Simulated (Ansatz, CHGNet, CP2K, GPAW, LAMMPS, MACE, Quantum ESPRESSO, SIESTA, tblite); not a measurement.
**Glassy 25SiO2-50B2O3-12CaO-12Na2O (mol %) (62 atoms): forces by two methods**

62 atoms (4 Si, 16 B, 2 Ca, 4 Na, 36 O) placed at random at 2.2 g/cm³, melted at 3000 K for 20 ps at fixed volume with the Buckingham and Coulomb pair potential of Guillot and Sator (Geochim. Cosmochim. Acta 71, 1249 (2007)) with the boron terms of Wang et al. (J. Non-Cryst. Solids 498, 294 (2018)). Quenched from 3000 K to 300 K at 20 K/ps and fixed volume, held 10 ps at zero pressure.

Two calculations on one geometry. First: Kohn-Sham DFT, PBE, PAW, atomic orbitals (dzp); LCAO dzp; h 0.18 Å; other mixer settings; levels smeared at 580 K (GPAW 26.7.0; Γ point). Second: Kohn-Sham DFT, PBE, PAW, plane waves (Ansatz 0.2.0; cutoff 420 eV, Γ point, fermi-dirac smearing of 0.05 eV; PAW set soft_2).

Cell vectors (Å):

```
8.940 0.000 0.000
0.000 8.940 0.000
0.000 0.000 8.940
```

Atom, position (Å) and force of the first calculation (eV/Å):

```
1 Si 4.019 4.117 4.748 -1.465 0.821 -1.179
2 Si 8.771 8.307 6.683 -1.248 -0.476 -1.331
3 Si 1.095 4.063 0.861 1.888 -0.622 1.275
4 Si 5.538 2.666 8.165 0.724 -0.059 -0.026
5 B 3.867 6.275 2.921 0.569 0.756 0.198
6 B 6.107 6.116 1.409 -2.994 -0.252 2.892
7 B 8.744 5.405 5.610 -1.756 0.607 -1.470
8 B 0.287 2.435 3.233 0.775 0.356 1.079
9 B 8.328 6.208 2.910 2.426 0.217 2.451
10 B 4.057 1.921 2.953 -0.476 -1.130 -0.456
11 B 5.291 8.568 3.906 -0.126 0.159 1.098
12 B 3.199 2.243 0.669 -2.267 -0.852 0.726
13 B 7.775 0.359 4.072 -0.689 -1.081 0.953
14 B 8.356 2.312 8.864 0.169 -1.898 -0.991
15 B 1.470 7.011 1.520 -1.069 0.230 0.780
16 B 1.520 3.441 5.387 0.338 2.044 -0.648
17 B 1.382 0.399 8.697 0.172 0.339 1.226
18 B 6.136 5.100 6.566 0.343 0.740 0.457
19 B 5.005 0.563 6.593 2.020 -2.370 -2.554
20 B 6.129 7.545 7.928 0.837 -0.453 -3.892
21 Ca 4.006 8.536 0.995 -0.786 0.547 0.599
22 Ca 8.081 5.685 8.313 0.077 0.381 -0.677
23 Na 2.218 7.322 4.840 0.029 -0.140 -0.369
24 Na 3.910 5.517 8.407 -0.145 -0.500 0.184
25 Na 7.524 8.712 1.165 0.732 0.504 0.313
26 Na 6.704 3.895 3.817 0.350 0.143 0.033
27 O 4.890 5.664 1.993 1.920 -0.488 -1.403
28 O 8.293 0.177 5.328 0.539 0.815 0.194
29 O 5.058 1.893 6.831 -0.946 0.576 -1.093
30 O 5.916 6.465 7.014 -0.659 -0.362 -0.257
31 O 0.283 1.283 0.227 -2.108 0.430 0.359
32 O 4.752 0.707 3.036 -0.509 1.152 -1.550
33 O 5.131 0.022 5.318 -0.789 0.508 1.524
34 O 0.997 2.633 4.414 -0.474 -0.619 -0.232
35 O 4.555 7.382 3.593 -0.273 -0.304 0.335
36 O 2.904 3.382 5.664 -1.171 -0.716 0.999
37 O 0.060 6.762 6.158 1.708 -0.364 0.419
38 O 2.762 6.882 2.122 0.836 0.706 -0.578
39 O 3.291 5.302 3.833 -0.313 0.088 0.622
40 O 4.525 3.014 3.651 1.230 -0.515 -0.203
41 O 7.508 4.874 6.202 0.497 -1.218 0.592
42 O 7.543 8.067 7.740 -0.141 -0.027 2.338
43 O 1.424 8.072 0.553 0.215 -0.673 -0.143
44 O 6.999 2.065 8.581 2.381 -0.772 1.144
45 O 1.053 5.700 0.896 -0.320 -1.622 -1.919
46 O 8.893 3.589 8.726 -1.567 1.057 -1.244
47 O 2.936 1.957 2.095 1.445 -0.328 1.889
48 O 2.632 1.069 8.910 1.773 -0.032 -1.395
49 O 2.493 3.448 0.334 0.290 2.020 -0.756
50 O 5.276 4.718 5.515 -0.205 -0.187 -0.948
51 O 0.343 7.139 2.559 -0.142 0.963 0.208
52 O 5.967 6.953 0.329 -0.031 1.134 0.977
53 O 8.251 1.401 3.281 0.149 1.301 -1.763
54 O 7.340 5.856 1.971 -0.459 -1.019 -0.855
55 O 0.874 4.533 5.952 1.141 -0.920 0.297
56 O 6.772 8.443 3.606 0.528 0.495 -0.775
57 O 8.527 5.520 4.124 -1.173 -0.154 -1.789
58 O 4.618 2.360 0.519 0.613 -0.112 0.225
59 O 5.773 4.216 7.793 0.028 1.647 0.768
60 O 1.160 0.062 7.292 0.185 -0.170 -0.926
61 O 5.236 8.625 7.666 -1.645 0.284 2.422
62 O 0.444 3.351 2.180 -1.101 -1.250 2.274
```

**Question.** What forces does the second calculation give?

Atom and force (eV/Å):

```
1 -1.242 0.764 -1.178
2 -1.232 -0.648 -1.357
3 1.649 -0.626 1.032
4 0.854 -0.006 0.042
5 0.477 0.810 0.188
6 -2.982 -0.142 2.708
7 -1.677 0.590 -1.307
8 0.752 0.419 1.048
9 2.463 0.201 2.349
10 -0.332 -1.109 -0.426
11 -0.259 0.062 1.018
12 -2.181 -0.784 0.673
13 -0.615 -1.087 1.004
14 0.191 -1.841 -1.027
15 -0.942 0.242 0.655
16 0.434 2.021 -0.594
17 0.317 0.253 1.172
18 0.264 0.703 0.298
19 2.085 -2.264 -2.486
20 0.744 -0.470 -3.775
21 -0.847 0.574 0.583
22 0.101 0.321 -0.714
23 0.048 -0.145 -0.350
24 -0.150 -0.498 0.181
25 0.731 0.503 0.308
26 0.318 0.141 0.031
27 2.099 -0.196 -1.419
28 0.485 0.433 0.312
29 -0.646 0.397 -0.485
30 -0.540 -0.473 -0.096
31 -2.140 0.599 0.167
32 -0.641 1.198 -1.308
33 -0.817 0.690 1.549
34 -0.494 -0.279 -0.338
35 -0.212 -0.308 0.307
36 -1.045 -0.205 0.412
37 1.499 0.119 0.618
38 0.675 0.584 -0.555
39 0.136 -0.182 0.770
40 0.789 -0.366 0.068
41 0.451 -0.836 0.667
42 0.246 0.078 1.705
43 0.143 -0.597 -0.063
44 2.066 -0.269 1.014
45 -0.250 -2.133 -1.780
46 -1.273 0.864 -0.660
47 1.716 -0.248 1.906
48 1.587 -0.052 -1.190
49 -0.166 1.996 -0.392
50 -0.639 -0.361 -1.046
51 -0.355 0.623 0.113
52 0.141 0.934 1.038
53 0.358 1.265 -1.534
54 -0.504 -0.714 -0.754
55 1.010 -1.006 -0.092
56 0.595 0.868 -0.488
57 -1.246 0.027 -1.804
58 0.630 0.011 -0.562
59 -0.051 0.794 0.708
60 -0.476 -0.403 -0.810
61 -1.432 0.360 2.074
62 -0.665 -1.195 1.873
```

The two sets differ by 222 meV/Å r.m.s., 21 % of the r.m.s. force of the Ansatz run. The network of bonds at the start is that of the classical potential that made the cell, and needn't be the one that DFT or experiment would give. The electronic-structure runs sample only Γ, in a cell whose shortest periodic width is 9 Å.

[Logs are printed without paths, hosts, clocks, repeated set-up lines and the standing remarks that a program may print on its own settings, such as how far it seeks lower states.]

[Hosts, paths, dates, database ids (printed as entryN), source tags and the programs' standing remarks are cut or masked in the printed files.]
